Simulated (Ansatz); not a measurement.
# SiO2 (P4_2/mnm): the host for defect calculations

Aim: the runs on the perfect crystal SiO2 (P4_2/mnm) that a defect calculation needs first.

Calculated with Ansatz 0.2.0; plane-wave PAW DFT, r2SCAN; relaxation of the defect-free supercell from random displacements, a test of the host's stability; PAW set soft_1.

## 1. Set-up

The cell holds 96 atoms: 32 Si and 64 O. Cell: a = 9.926 Å, b = 9.926 Å, c = 11.836 Å, α = 53.4°, β = 53.4°, γ = 73.2°.

## 2. Defect free supercell relaxed from displaced atoms

The input displaces the atoms at random before the relaxation, so that it can leave a symmetric saddle if there is one.

Input file pristine.rattled/input.yaml:

```yaml
crystal:
  lattice:
    - [0.0, 8.3695907134, 5.3368094961]
    - [8.3695907134, 0.0, 5.3368094961]
    - [8.3695907134, 8.3695907134, 0.0]
  atoms:
    - { symbol: Si, position: [0.0, 0.0, 0.0] }
    - { symbol: Si, position: [0.25, 0.25, 0.25] }
    - { symbol: Si, position: [0.125, 0.125, 0.125] }
    - { symbol: Si, position: [0.375, 0.375, 0.375] }
    - { symbol: O, position: [0.0, 0.0, 0.1530516747] }
    - { symbol: O, position: [0.25, 0.25, 0.4030516747] }
    - { symbol: O, position: [0.0, 0.0, 0.3469483253] }
    - { symbol: O, position: [0.25, 0.25, 0.0969483253] }
    - { symbol: O, position: [0.0280516747, 0.2219483253, 0.375] }
    - { symbol: O, position: [0.2780516747, 0.4719483253, 0.125] }
    - { symbol: O, position: [0.2219483253, 0.0280516747, 0.375] }
    - { symbol: O, position: [0.4719483253, 0.2780516747, 0.125] }
    - { symbol: Si, position: [0.0, 0.0, 0.5] }
    - { symbol: Si, position: [0.25, 0.25, 0.75] }
    - { symbol: Si, position: [0.125, 0.125, 0.625] }
    - { symbol: Si, position: [0.375, 0.375, 0.875] }
    - { symbol: O, position: [0.0, 0.0, 0.6530516747] }
    - { symbol: O, position: [0.25, 0.25, 0.9030516747] }
    - { symbol: O, position: [0.0, 0.0, 0.8469483253] }
    - { symbol: O, position: [0.25, 0.25, 0.5969483253] }
    - { symbol: O, position: [0.0280516747, 0.2219483253, 0.875] }
    - { symbol: O, position: [0.2780516747, 0.4719483253, 0.625] }
    - { symbol: O, position: [0.2219483253, 0.0280516747, 0.875] }
    - { symbol: O, position: [0.4719483253, 0.2780516747, 0.625] }
    - { symbol: Si, position: [0.0, 0.5, 0.0] }
    - { symbol: Si, position: [0.25, 0.75, 0.25] }
    - { symbol: Si, position: [0.125, 0.625, 0.125] }
    - { symbol: Si, position: [0.375, 0.875, 0.375] }
    - { symbol: O, position: [0.0, 0.5, 0.1530516747] }
    - { symbol: O, position: [0.25, 0.75, 0.4030516747] }
[... 60 atom lines left out ...]
    - { symbol: O, position: [0.5, 0.5, 0.8469483253] }
    - { symbol: O, position: [0.75, 0.75, 0.5969483253] }
    - { symbol: O, position: [0.5280516747, 0.7219483253, 0.875] }
    - { symbol: O, position: [0.7780516747, 0.9719483253, 0.625] }
    - { symbol: O, position: [0.7219483253, 0.5280516747, 0.875] }
    - { symbol: O, position: [0.9719483253, 0.7780516747, 0.625] }
basis:
  ecutwfc: 500
  xc_grid: 2
hamiltonian:
  xc: r2scan
  pseudopotentials: { kind: paw, azcp: { folder: soft_1 } }
kpoints:
  mp_grid: { grid: [1, 1, 1] }
scf:
  occupations: { method: fermi_dirac, width: 0.01 }
  max_iter: 100
  lower_state_search: "off"
output:
  forces: true
relax:
  f_tol: 0.015
  max_steps: 120
  random_displacement: { amplitude: 0.06, seed: 4456 }
checkpoint:
  write: "../pristine.rattled.run"
  compress: false
  write_wavefunctions: false
  write_every: 100000
```

Launch:

```sh
ansatz run input.yaml --threads 8 --pin off --max-ram 15073MiB --backend cpu --events-out ev --progress --plain --runs-dir out
```

Numbers of over 12 decimals in the logs are rounded to 6 here.

The program printed:

```text
[... repeated set-up lines and file paths are left out, and long positions are rounded to six places ...]
Engine: ansatz 0.2.0, x86_64-unknown-linux-gnu
Pseudopotentials: kind: paw
Pseudopotential: Si, paw, valence charge 4, recommended cutoff 500 eV (meta_gga), soft_1/Si.paw.azcp
Pseudopotential: O, paw, valence charge 6, recommended cutoff 500 eV (meta_gga), soft_1/O.paw.azcp
Functional definition: r2SCAN
  parameter k0 = 0.174
  parameter k1 = 0.065
  parameter a1 = 4.9479
  exchange = r2scan_x(k0 = k0, k1 = k1, a1 = a1)
  correlation = r2scan_c
Crystal: 96 atoms, lattice volume = 747.688 Å³
Basis set: ecut = 500 eV, 18959 PW (Γ), exchange–correlation on 150×150×180 points (8 copies of the dense FFT grid, shifted against one another)
Bands: 352, of which v1, the nominal top of the filled ones, is band 256 counted from 1 (255 counted from 0)
Symmetry: 1 space group operations
k-points: 1
Non-local potential: Si, projectors of the file, l = 0: 2, l = 1: 2, l = 2: 1
Non-local potential: O, projectors of the file, l = 0: 2, l = 1: 2, l = 2: 1
PAW form: soft (Blöchl's): semilocal exchange-correlation on the pseudo side does not see the compensation charge
PAW frozen core: Si, regenerated for the run's functional (the file was generated under x = pbe(κ = 0.804, μ = 0.219515), c = pbe(β = 0.066725))
PAW frozen core: O, regenerated for the run's functional (the file was generated under x = pbe(κ = 0.804, μ = 0.219515), c = pbe(β = 0.066725))
PAW one-centre angular grid: Si, 302 points (default); XC on 160 Gauss nodes
PAW one-centre angular grid: O, 302 points (default); XC on 160 Gauss nodes
Initial density: superposition of atomic densities (chi_scale 0.1, normalization cell, long waves kept (reshape's long-wave potential 0.06 eV rms))
Initial wavefunctions: pseudopotential atomic-orbital guess
Functional: x = r2scan, c = r2scan; τ floored in thin density (d = 2e-4 eV/Å³)
SCF iter   1: F=-56890.160647 eV  HF=-56962.343055 eV  |F-HF|=7.22e1  |Δ(HF+E_count)|=         —  Δρ=1.49e-1  dr2=1.38e2  dr2_τ=1.81e1  ethr=3.10e-3  ⟨swp⟩=7.0  Hψ=1723  notcnv=0  defer=42
preconditioner: auto → Resta (q_TF=auto, 2.561 Å⁻¹)  ε∞=3.2  [insulator: Δε(μ)=7.053 eV  Ē_g=20.826 eV  σ=0.010 eV  W_gap=1.00  n_scr=200 (ndim 8)  ℏωp=30.7 eV  f_vac=0.000  D(μ)=0.00/eV (n_scr^D=0)  ε∞_Penn≈3.2]
SCF iter   2: F=-56942.027498 eV  HF=-56939.246588 eV  |F-HF|=2.78e0  |Δ(HF+E_count)|=    2.31e1  Δρ=5.22e-2  dr2=1.10e1  dr2_τ=2.43e0  ethr=3.10e-3  ⟨swp⟩=3.0  Hψ=673  notcnv=0  defer=92
SCF iter   3: F=-56943.463244 eV  HF=-56943.111038 eV  |F-HF|=3.52e-1  |Δ(HF+E_count)|=    3.86e0  Δρ=2.46e-2  dr2=1.97e0  dr2_τ=1.75e-1  ethr=2.15e-3  ⟨swp⟩=4.0  Hψ=525  notcnv=0  defer=37
automatic band count: iteration 3 solves 297 bands in place of 352: the levels show a gap, and the empty bands left out lie too high to hold charge; the band table lists the bands solved (type scf.n_extra_bands for more)
SCF iter   4: F=-56943.593463 eV  HF=-56943.605489 eV  |F-HF|=1.20e-2  |Δ(HF+E_count)|=   4.94e-1  Δρ=2.21e-3  dr2=2.26e-2  dr2_τ=3.31e-3  ethr=3.84e-4  ⟨swp⟩=3.0  Hψ=464  notcnv=0  defer=37
SCF iter   5: F=-56943.602989 eV  HF=-56943.603783 eV  |F-HF|=7.94e-4  |Δ(HF+E_count)|=   1.71e-3  Δρ=5.80e-4  dr2=1.56e-3  dr2_τ=2.81e-4  ethr=4.41e-6  ⟨swp⟩=3.0  Hψ=524  notcnv=0  defer=37
SCF iter   6: F=-56943.604653 eV  HF=-56943.604665 eV  |F-HF|=1.15e-5  |Δ(HF+E_count)|=   8.81e-4  Δρ=1.42e-4  dr2=1.17e-4  dr2_τ=1.26e-5  ethr=3.05e-7  ⟨swp⟩=2.0  Hψ=528  notcnv=0  defer=37
SCF iter   7: F=-56943.604684 eV  HF=-56943.604684 eV  |F-HF|=2.24e-7  |Δ(HF+E_count)|=   1.90e-5  Δρ=2.74e-5  dr2=2.73e-6  dr2_τ=5.10e-7  ethr=1.10e-9  ⟨swp⟩=3.0  Hψ=1217  notcnv=0
SCF 1 converged in 7 iterations: F = -56943.604684 eV  dr2 = 2.73e-6
  greatest PAW one-centre occupation: 0.870 electrons in one spin orbital (limit 2), on the O atom at site 16 (counted from 0), in its partial waves of l = 0
relax step   1: F+E_penalty+E_count = -56943.60468394 eV  Δ(F+E_penalty+E_count) = +0.000e0 eV  max|allowed force component| = 4.715e0 eV/Å  Δτ_max = 0.0000 Å  (7 SCF iters, dr2 threshold 5.63e-6 eV, accepted)
[... the SCF cycles and remarks between the steps are left out from here to the last step ...]
relax step   2: F+E_penalty+E_count = -56946.74346332 eV  Δ(F+E_penalty+E_count) = -3.139e0 eV  max|allowed force component| = 2.712e0 eV/Å  Δτ_max = 0.0544 Å  (6 SCF iters, dr2 threshold 1.00e-4 eV, accepted)
relax step   3: F+E_penalty+E_count = -56948.62032331 eV  Δ(F+E_penalty+E_count) = -1.877e0 eV  max|allowed force component| = 6.569e-2 eV/Å  Δτ_max = 0.0578 Å  (6 SCF iters, dr2 threshold 1.00e-4 eV, accepted)
relax step   4: F+E_penalty+E_count = -56948.62152932 eV  Δ(F+E_penalty+E_count) = -1.206e-3 eV  max|allowed force component| = 1.214e-3 eV/Å  Δτ_max = 0.0037 Å  (5 SCF iters, dr2 threshold 2.70e-7 eV, accepted)
iter 1 solved again at ethr=1.71e-11 eV; its pass at ethr=3.10e-3 eV (dr2=8.77e-8 eV) is discarded
SCF iter   1: F=-56948.621529 eV  HF=-56948.621529 eV  |F-HF|=5.51e-8  |Δ(HF+E_count)|=         —  Δρ=4.24e-6  dr2=8.77e-8  dr2_τ=1.92e-8  ethr=1.71e-11  ⟨swp⟩=1.0  Hψ=696  notcnv=0  defer=35
automatic band count: iteration 1 solves 297 bands in place of 352: the levels show a gap, and the empty bands left out lie too high to hold charge; the band table lists the bands solved (type scf.n_extra_bands for more)
SCF iter   2: F=-56948.621529 eV  HF=-56948.621529 eV  |F-HF|=3.86e-9  |Δ(HF+E_count)|=   1.64e-8  Δρ=1.34e-6  dr2=1.01e-8  dr2_τ=1.15e-9  ethr=1.71e-11  ⟨swp⟩=4.0  Hψ=923  notcnv=0
SCF 5 converged in 2 iterations: F = -56948.621529 eV  dr2 = 1.01e-8
relax step   5: F+E_penalty+E_count = -56948.62152936 eV  Δ(F+E_penalty+E_count) = -3.490e-8 eV  max|allowed force component| = 1.214e-3 eV/Å  Δτ_max = 0.0000 Å  (2 SCF iters, accepted)
iter 1 solved again at ethr=1.98e-12 eV; its pass at ethr=3.10e-3 eV (dr2=1.02e-8 eV) is discarded
SCF iter   1: F=-56948.621529 eV  HF=-56948.621529 eV  |F-HF|=3.86e-9  |Δ(HF+E_count)|=         —  Δρ=1.34e-6  dr2=1.01e-8  dr2_τ=1.16e-9  ethr=1.98e-12  ⟨swp⟩=2.0  Hψ=1449  notcnv=0  defer=90
SCF iter   2: F=-56948.621529 eV  HF=-56948.621529 eV  |F-HF|=6.84e-10  |Δ(HF+E_count)|=   1.69e-9  Δρ=6.78e-7  dr2=2.99e-9  dr2_τ=8.16e-11  ethr=1.98e-12  ⟨swp⟩=2.0  Hψ=612  notcnv=0
SCF 6 converged in 2 iterations: F = -56948.621529 eV  dr2 = 2.99e-9
SCF converged after 2 iterations
Free energy (F): -56948.621529 eV
Harris-Foulkes:  -56948.621529 eV  (|F-HF|=6.84e-10)
Internal energy: -56948.621529 eV  (E = F + TS)
E sigma→0 (E₀):  -56948.621529 eV
Fermi energy:    13.351332 eV
--- Per-component energies (eV) ---
  E_band       = 664.957436
[...]
atom  14  Si     0.00081116    -0.00005337     0.00071459
  atom  15  Si     0.00039886     0.00011571     0.00030586
  atom  16  Si    -0.00025125     0.00024269     0.00003848
  atom  17  O      0.00031224     0.00052794     0.00045773
  atom  18  O      0.00052539     0.00030186     0.00027743
  atom  19  O      0.00010261     0.00023416     0.00014205
  atom  20  O     -0.00053988    -0.00031501    -0.00070133
  atom  21  O      0.00040704    -0.00002915    -0.00015023
  atom  22  O      0.00009891    -0.00029978    -0.00070475
  atom  23  O     -0.00014822     0.00040705     0.00042174
  atom  24  O      0.00016455    -0.00018130    -0.00054818
  atom  25  Si     0.00046353    -0.00004365     0.00036211
  atom  26  Si    -0.00020432    -0.00099287    -0.00072527
  atom  27  Si    -0.00026322    -0.00032424    -0.00028061
  atom  28  Si     0.00000307    -0.00018784    -0.00007874
  atom  29  O     -0.00020573     0.00025136     0.00005983
  atom  30  O     -0.00034060    -0.00014767     0.00007016
  atom  31  O     -0.00042308    -0.00023236    -0.00014876
  atom  32  O      0.00016617     0.00010152     0.00029722
  atom  33  O     -0.00041916     0.00045887     0.00047987
  atom  34  O     -0.00031979     0.00006481    -0.00019448
  atom  35  O     -0.00046305     0.00046707     0.00022160
  atom  36  O     -0.00017922    -0.00000238    -0.00016698
  atom  37  Si     0.00088025    -0.00032922     0.00011084
  atom  38  Si    -0.00004752     0.00051035    -0.00017997
  atom  39  Si     0.00060936    -0.00022012     0.00011777
  atom  40  Si    -0.00036488     0.00014744    -0.00031339
[...]
atom  85  Si    -0.00039891     0.00003164    -0.00051778
  atom  86  Si    -0.00041780    -0.00022135     0.00018247
  atom  87  Si     0.00033132    -0.00045971    -0.00005432
  atom  88  Si    -0.00027687    -0.00010639     0.00033087
  atom  89  O     -0.00017687    -0.00014614    -0.00024791
  atom  90  O      0.00012674     0.00035541     0.00022075
  atom  91  O      0.00068090     0.00036341    -0.00003354
  atom  92  O     -0.00030290     0.00029438    -0.00024542
  atom  93  O      0.00069894    -0.00083647     0.00044919
  atom  94  O     -0.00024842    -0.00003965    -0.00030561
  atom  95  O      0.00015480    -0.00035639     0.00050028
  atom  96  O     -0.00007235    -0.00033909    -0.00011823
  max |Σ_I F_I| component: 5.60e-3 eV/Å
--- Relaxed structure (5 steps of the walk, 5 accepted, 0 SCFs on fresh bases) ---
  F+E_penalty+E_count = -56948.62152936 eV   max|allowed force component| = 1.214e-3 eV/Å
  atoms:
    - { symbol: Si, position: [-9.399469768219137e-5, 0.000345, -0.000478] }
    - { symbol: Si, position: [0.249908, 0.250346, 0.249521] }
    - { symbol: Si, position: [0.124905, 0.125350, 0.124520] }
    - { symbol: Si, position: [0.374915, 0.375344, 0.374523] }
    - { symbol: O, position: [-9.205997781541273e-5, 0.000349, 0.152747] }
    - { symbol: O, position: [0.249913, 0.250346, 0.402750] }
    - { symbol: O, position: [-9.310791168811231e-5, 0.000350, 0.346297] }
    - { symbol: O, position: [0.249909, 0.250341, 0.096298] }
    - { symbol: O, position: [0.028143, 0.222122, 0.374521] }
    - { symbol: O, position: [0.278132, 0.472112, 0.124528] }
    - { symbol: O, position: [0.221686, 0.028576, 0.374523] }
    - { symbol: O, position: [0.471678, 0.278569, 0.124528] }
    - { symbol: Si, position: [-8.995143017432564e-5, 0.000341, 0.499526] }
    - { symbol: Si, position: [0.249911, 0.250343, 0.749519] }
    - { symbol: Si, position: [0.124908, 0.125346, 0.624521] }
    - { symbol: Si, position: [0.374904, 0.375351, 0.874522] }
    - { symbol: O, position: [-9.52392177042815e-5, 0.000345, 0.652749] }
    - { symbol: O, position: [0.249909, 0.250345, 0.902748] }
    - { symbol: O, position: [-9.533093449505168e-5, 0.000346, 0.846296] }
    - { symbol: O, position: [0.249911, 0.250349, 0.596294] }
    - { symbol: O, position: [0.028142, 0.222122, 0.874514] }
    - { symbol: O, position: [0.278139, 0.472116, 0.624522] }
    - { symbol: O, position: [0.221682, 0.028575, 0.874517] }
    - { symbol: O, position: [0.471682, 0.278568, 0.624525] }
    - { symbol: Si, position: [-8.972844511218048e-5, 0.500343, -0.000477] }
    - { symbol: Si, position: [0.249910, 0.750349, 0.249527] }
    - { symbol: Si, position: [0.124910, 0.625347, 0.124524] }
    - { symbol: Si, position: [0.374911, 0.875348, 0.374524] }
    - { symbol: O, position: [-9.271641347974313e-5, 0.500347, 0.152751] }
    - { symbol: O, position: [0.249909, 0.750349, 0.402753] }
    - { symbol: O, position: [-9.064908060218979e-5, 0.500348, 0.346299] }
    - { symbol: O, position: [0.249906, 0.750345, 0.096297] }
    - { symbol: O, position: [0.028137, 0.722125, 0.374521] }
    - { symbol: O, position: [0.278129, 0.972117, 0.124528] }
    - { symbol: O, position: [0.221685, 0.528581, 0.374520] }
    - { symbol: O, position: [0.471675, 0.778571, 0.124529] }
    - { symbol: Si, position: [-8.663041191681042e-5, 0.500343, 0.499523] }
    - { symbol: Si, position: [0.249906, 0.750349, 0.749523] }
    - { symbol: Si, position: [0.124913, 0.625342, 0.624524] }
    - { symbol: Si, position: [0.374906, 0.875346, 0.874523] }
    - { symbol: O, position: [-9.002723214396324e-5, 0.500348, 0.652748] }
    - { symbol: O, position: [0.249910, 0.750341, 0.902751] }
    - { symbol: O, position: [-8.47456061756624e-5, 0.500341, 0.846298] }
    - { symbol: O, position: [0.249912, 0.750343, 0.596298] }
    - { symbol: O, position: [0.028139, 0.722120, 0.874521] }
    - { symbol: O, position: [0.278130, 0.972114, 0.624531] }
    - { symbol: O, position: [0.221686, 0.528576, 0.874524] }
    - { symbol: O, position: [0.471677, 0.778569, 0.624530] }
    - { symbol: Si, position: [0.499904, 0.000348, -0.000481] }
    - { symbol: Si, position: [0.749911, 0.250345, 0.249526] }
    - { symbol: Si, position: [0.624911, 0.125348, 0.124519] }
    - { symbol: Si, position: [0.874914, 0.375344, 0.374523] }
    - { symbol: O, position: [0.499908, 0.000347, 0.152752] }
    - { symbol: O, position: [0.749912, 0.250344, 0.402751] }
    - { symbol: O, position: [0.499913, 0.000344, 0.346299] }
    - { symbol: O, position: [0.749910, 0.250340, 0.096298] }
    - { symbol: O, position: [0.528140, 0.222119, 0.374524] }
    - { symbol: O, position: [0.778135, 0.472114, 0.124523] }
    - { symbol: O, position: [0.721688, 0.028577, 0.374521] }
    - { symbol: O, position: [0.971681, 0.278571, 0.124525] }
    - { symbol: Si, position: [0.499914, 0.000341, 0.499520] }
    - { symbol: Si, position: [0.749905, 0.250349, 0.749523] }
    - { symbol: Si, position: [0.624910, 0.125344, 0.624524] }
    - { symbol: Si, position: [0.874910, 0.375343, 0.874525] }
[...]
- { symbol: Si, position: [0.499909, 0.500344, -0.000474] }
    - { symbol: Si, position: [0.749911, 0.750347, 0.249523] }
    - { symbol: Si, position: [0.624908, 0.625347, 0.124524] }
    - { symbol: Si, position: [0.874913, 0.875345, 0.374524] }
[...]
- { symbol: O, position: [0.528142, 0.722124, 0.374515] }
    - { symbol: O, position: [0.778135, 0.972116, 0.124523] }
    - { symbol: O, position: [0.721687, 0.528575, 0.374520] }
    - { symbol: O, position: [0.971676, 0.778569, 0.124525] }
    - { symbol: Si, position: [0.499914, 0.500347, 0.499523] }
    - { symbol: Si, position: [0.749907, 0.750345, 0.749528] }
    - { symbol: Si, position: [0.624912, 0.625347, 0.624524] }
    - { symbol: Si, position: [0.874904, 0.875347, 0.874525] }
    - { symbol: O, position: [0.499912, 0.500350, 0.652746] }
    - { symbol: O, position: [0.749905, 0.750347, 0.902752] }
    - { symbol: O, position: [0.499910, 0.500343, 0.846297] }
    - { symbol: O, position: [0.749906, 0.750350, 0.596298] }
    - { symbol: O, position: [0.528140, 0.722115, 0.874525] }
    - { symbol: O, position: [0.778132, 0.972116, 0.624530] }
    - { symbol: O, position: [0.721686, 0.528572, 0.874525] }
    - { symbol: O, position: [0.971677, 0.778566, 0.624532] }
```

The job ended after 16 s (8 threads of Intel Xeon 6975P-C (Granite Rapids), shared host; peak memory 1.6 GiB; 1.8 min of CPU time).

Step by step:

```csv
step,energy less that of the first step (eV),largest force component (eV/Å)
1,0.0000,4.7150
2,-3.1388,2.7121
3,-5.0156,0.0657
4,-5.0168,0.0012
5,-5.0168,0.0012
```

The relaxation ends 52 meV an atom lower than the displaced start, with a largest force component of 0.0012 eV/Å.

## 3. Summary of results

| Item | Value |
| --- | --- |
| symmetric supercell less the displaced and relaxed one | 0.000 eV |

What this shows: The energy fell by 5.017 eV from the randomly displaced start; the atoms end within 0.005 Å of the sites as typed, once the mean shift is taken out. The displaced cell ends within 0.01 eV of the symmetric one, so no lower structure shows in this supercell. All at zero temperature.

[Logs are printed without paths, hosts, clocks, repeated set-up lines and the standing remarks that a program may print on its own settings, such as how far it seeks lower states.]

[Hosts, paths, dates, database ids (printed as entryN), source tags and the programs' standing remarks are cut or masked in the printed files.]

[Runs of the host that timed out are not shown.]

[For some hosts the program warned that the k-mesh of the response run may be too coarse for force constants and the static dielectric constant; such warnings are not always shown.]
